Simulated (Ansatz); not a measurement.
## TiC (model cell, started as NiAs type): the cell at rest

Task: relax TiC (model cell, started as NiAs type) tightly.

Main program and level: Ansatz 0.2.0; DFT PBEsol, scalar-relativistic, plane waves, PAW.

This is a report of a sequence of runs, with most program output left out.

The structure was built from a prototype and need not be the compound's stable phase.

## Step 1: Starting point

It takes space group P6_3/mmc (No. 194, hexagonal). The conventional cell has a = 2.888 Å, b = 2.888 Å, c = 4.620 Å, α = 90.00°, β = 90.00°, γ = 120.00°. Nearest to Ti lie 6 C at 2.03 Å. Nearest to C lie 6 Ti at 2.03 Å. Farther neighbours are not listed.

## Step 2: Probe on a coarse mesh

First a cheap look: the gap decides the mesh and the occupations, the pressure tells how far the cell has to move.

File input.yaml:

```yaml
crystal:
  lattice:
    - [2.88761, 0.0, 0.0]
    - [-1.44381, 2.50075, 0.0]
    - [0.0, 0.0, 4.62018]
  atoms:
    - { symbol: Ti, position: [0.0, 0.0, 0.0] }
    - { symbol: Ti, position: [0.0, 0.0, 0.5] }
    - { symbol: C, position: [0.333333, 0.666667, 0.25] }
    - { symbol: C, position: [0.666667, 0.333333, 0.75] }
kpoints:
  mp_grid: { grid: [9, 9, 4] }
hamiltonian:
  xc: pbesol
scf:
  occupations: { method: gaussian, width: 0.1 }
output:
  forces: true
  stress: true
  eigenvalues: true
```

The run is started by

```
> ansatz run input.yaml --threads 4 --pin off --max-ram 7168MiB --backend cpu --events-out ev --progress --plain --runs-dir out
```

Wall time 0.48 s (4 threads of Arm Neoverse V2, shared host); peak memory 0.31 GiB; 1.4 s of CPU time.

Numbers from this step:

```
pressure          : 91.69 GPa
volume per atom   : 8.341 Å³
gap on the k-mesh : 0 eV
```

The coarse mesh shows no gap and a pressure of 91.7 GPa.

## Step 3: Coarse relaxation

A rough relaxation comes first, because large forces or stress need no tight tolerances yet.

Changes to input.yaml since step 2:

```diff
@@ -20 +20,6 @@
   eigenvalues: true
+relax:
+  adjacent_minimum: "off"
+  f_tol: 0.05
+  max_steps: 80
+  cell: { stress_tol: 0.5 }
```

Run time: 4.3 s. Hardware: 4 threads; peak memory 0.34 GiB.

Step by step:

```csv
step,energy less that of the first step (eV),largest force component (eV/Å),pressure (GPa),volume (Å³)
1,0.0000,0.0000,91.69,33.36
2,-1.5498,0.0000,51.64,36.21
3,-2.3597,0.0000,22.89,38.87
4,-2.6153,0.0000,3.59,41.14
5,-2.6184,0.0000,-0.81,41.83
6,-2.6210,0.0000,-0.04,41.65
7*,-2.6907,0.0000,2.06,41.65
8,-2.6934,0.0000,0.18,41.94
9*,-2.6938,0.0000,0.17,41.94
```

Relaxation steps marked * repeat the geometry before them on a plane-wave basis chosen anew for their cell, so energy and pressure can jump there.

Forces are held to the 24 operations that the run works with; a distortion that breaks them can't arise in this run.

```csv
cell as run,before,after,change
a (Å),2.888,3.011,+4.3 %
b (Å),2.888,3.011,+4.3 %
c (Å),4.620,5.343,+15.6 %
volume (Å³/atom),8.34,10.49,+25.7 %
```

Final coordinates:

```cif
data_structure
_symmetry_space_group_name_H-M 'P 1'
_symmetry_Int_Tables_number 1
_cell_length_a 3.0106
_cell_length_b 3.0106
_cell_length_c 5.3432
_cell_angle_alpha 90.000
_cell_angle_beta 90.000
_cell_angle_gamma 120.000
_cell_volume 41.94
loop_
_atom_site_label
_atom_site_type_symbol
_atom_site_fract_x
_atom_site_fract_y
_atom_site_fract_z
_atom_site_occupancy
Ti1 Ti 0.00000 0.00000 0.00000 1
Ti2 Ti 0.00000 0.00000 0.50000 1
C3 C 0.33333 0.66667 0.25000 1
C4 C 0.66667 0.33333 0.75000 1
```

Numbers from this step:

| Quantity | Value |
| --- | --- |
| pressure | 0.1732 GPa |
| volume per atom | 10.49 Å³ |

In this step the volume went from 8.34 to 10.49 Å³/atom.

## Step 4: Bringing the structure to rest

The cell and atoms are relaxed, since residual forces and stress would shift the frequencies.

File input.yaml:

```yaml
crystal:
  lattice:
    - [3.0106312102, 3.0097e-06, 0.0]
    - [-1.5053182116, 2.6072816046, 0.0]
    - [0.0, 0.0, 5.3431871817]
  atoms:
    - { symbol: Ti, position: [0.0, 0.0, 0.0] }
    - { symbol: Ti, position: [0.0, 0.0, 0.5] }
    - { symbol: C, position: [0.3333333333, 0.6666666667, 0.25] }
    - { symbol: C, position: [0.6666666667, 0.3333333333, 0.75] }
kpoints:
  mp_grid: { grid: [15, 15, 8] }
hamiltonian:
  xc: pbesol
scf:
  occupations: { method: gaussian, width: 0.1 }
output:
  forces: true
  stress: true
  eigenvalues: true
  write_density: true
  write_potential: true
  elf: true
  volumetric_format: npy
relax:
  adjacent_minimum: "off"
  f_tol: 0.005
  max_steps: 80
  cell: { stress_tol: 0.05 }
```

Elapsed: 6.4 s, on 4 threads; peak memory 0.42 GiB; 24 s of CPU time.

Little changed from the start: no atom moved by 0.005 Å and no cell edge by 0.1 %.

Numbers from this step:

- pressure: 0.01757 GPa

Electrostatic potential energy in the ac plane at fractional y = 1.000, with atoms of Ti within 0.2 Å of it. With pseudopotentials it is smooth inside the atoms' cores, unlike the true potential.

Ten even steps from '0' (-25 eV) to '9' (14 eV):
```
0001368999863100
0002479999974200
1124689999986421
3457899999998754
7789999999999887
9999999999999999
9999999999999999
8899999999999998
5678999999999876
2235799999997532
0013589999985310
0001479999974100
0001368999863100
0001368999863100
0001479999974100
0013589999985310
2235799999997532
5678999999999876
8899999999999998
9999999999999999
9999999999999999
7788999999999987
3457899999998754
1124689999986421
0002479999974200
0001368999863100
0001368999863100
```
Columns run along a (3.0 Å; values clipped at the 3rd and 97th percentile), rows up along c (5.3 Å). Atoms in or near the plane, at fractional coordinates: Ti at (0.00, 0.00), Ti at (0.00, 0.50).

Valence density in the ac plane at fractional y = 1.000, with atoms of Ti within 0.2 Å of it. It is the smooth field of the valence electrons, not physical close to the nuclei.

Values in e/Å³, 24 rows by 16 columns, each cell a mean:
```
 9  9  7  3  1  0  0  0  0  0  0  0  1  3  7  9
 7  6  4  2  1  0  0  0  0  0  0  0  1  2  4  6
 3  2  2  1  0  0  0  0  0  0  0  0  0  1  2  2
 1  1  1  0  0  0  0  0  0  0  0  0  0  0  1  1
 0  0  0  0  0  0  0  0  0  0  0  0  0  0  0  0
 0  0  0  0  0  0  0  0  1  0  0  0  0  0  0  0
 0  0  0  0  0  0  0  0  0  0  0  0  0  0  0  0
 1  1  0  0  0  0  0  0  0  0  0  0  0  0  0  1
 3  2  1  1  0  0  0  0  0  0  0  0  0  1  1  2
 6  6  4  2  1  0  0  0  0  0  0  0  1  2  4  6
 9  9  6  3  1  0  0  0  0  0  0  0  1  3  6  9
10 10  7  4  1  0  0  0  0  0  0  0  1  4  7 10
 9  9  7  3  1  0  0  0  0  0  0  0  1  3  7  9
 7  6  4  2  1  0  0  0  0  0  0  0  1  2  4  6
 3  3  2  1  0  0  0  0  0  0  0  0  0  1  2  3
 1  1  1  0  0  0  0  0  0  0  0  0  0  0  1  1
 0  0  0  0  0  0  0  0  0  0  0  0  0  0  0  0
 0  0  0  0  0  0  0  0  1  0  0  0  0  0  0  0
 0  0  0  0  0  0  0  0  0  0  0  0  0  0  0  0
 1  1  1  0  0  0  0  0  0  0  0  0  0  0  1  1
 3  2  1  1  0  0  0  0  0  0  0  0  0  1  1  2
 6  5  4  2  1  0  0  0  0  0  0  0  1  2  4  5
 9  9  6  3  1  0  0  0  0  0  0  0  1  3  6  9
10 10  8  4  1  0  0  0  0  0  0  0  1  4  8 10
```
Columns run along a (3.0 Å), rows up along c (5.3 Å). Atoms in or near the plane, at fractional coordinates: Ti at (0.00, 0.00), Ti at (0.00, 0.50).

ELF in the ac plane at fractional y = 1.000, with atoms of Ti within 0.2 Å of it. It is the smooth field of the valence electrons, not physical close to the nuclei.

Ten even steps from '0' (0.00) to '9' (0.72):
```
1378511232115873
6787312454213787
8874214676412478
5432246888642234
2212478999874212
2234689999986432
2335789999987533
1223589999985322
3321358999853123
7752125787521257
8886212565212688
3588411343114885
0169621232126961
0169621232126961
3588411343114885
8886212565212688
7752125787521257
3321358999853123
1223589999985322
2335789999987533
2234689999986432
2212478999874212
5432246888642234
8874214676412478
6787312454213787
1378511232115873
0169621232126961
```
Columns run along a (3.0 Å), rows up along c (5.3 Å). Atoms in or near the plane, at fractional coordinates: Ti at (0.00, 0.00), Ti at (0.00, 0.50).

In this step the volume went from 10.49 to 10.49 Å³/atom.

## Step 5: Relaxing to small forces for the phonons

Phonons need a cell at rest on their own settings, so the relaxation is repeated with tight tolerances on forces and stress on the k mesh and occupations of the first response run.

File input.yaml:

```yaml
crystal:
  lattice:
    - [3.0118782521, 3.011e-06, 0.0]
    - [-1.5059417336, 2.6083615739, 0.0]
    - [0.0, 0.0, 5.340732012]
  atoms:
    - { symbol: Ti, position: [0.0, 0.0, 0.0] }
    - { symbol: Ti, position: [0.0, 0.0, 0.5] }
    - { symbol: C, position: [0.3333333333, 0.6666666667, 0.25] }
    - { symbol: C, position: [0.6666666667, 0.3333333333, 0.75] }
kpoints:
  mp_grid: { grid: [15, 15, 8] }
hamiltonian:
  xc: pbesol
scf:
  occupations: { method: methfessel_paxton, width: 0.15 }
output:
  forces: true
  stress: true
  eigenvalues: true
relax:
  adjacent_minimum: "off"
  f_tol: 0.001
  max_steps: 60
  cell: { stress_tol: 0.01 }
```

Wall time 5.7 s (4 threads); peak memory 0.42 GiB.

Little changed from the start: no atom moved by 0.005 Å and no cell edge by 0.1 %.

This step gave:

```yaml
pressure: 0.001995 GPa
```

The forces vanish by symmetry and the pressure is 0.002 GPa, within the tolerances set. The cell now holds 10.49 Å³/atom.

## Step 6: Results

```yaml
space_group_after_relaxation_within_0p01_a: P6_3/mmc
lattice_constant_a: 3.012 Å
lattice_constant_b: 3.012 Å
lattice_constant_c: 5.341 Å
volume_per_atom: 10.5 Å³
```

The forces vanish by symmetry and the pressure is 0.002 GPa, within the tolerances set. The cell now holds 10.49 Å³/atom. The relaxation keeps the symmetry of its start, so it says nothing on stability against lower symmetry. The starting cell was built on a prototype and not taken from a measurement, so the phase need not exist.

[Logs are printed without paths, hosts, clocks, repeated set-up lines and the standing remarks that a program may print on its own settings, such as how far it seeks lower states.]

[Hosts, paths, dates, database ids (printed as entryN), source tags and the programs' standing remarks are cut or masked in the printed files.]
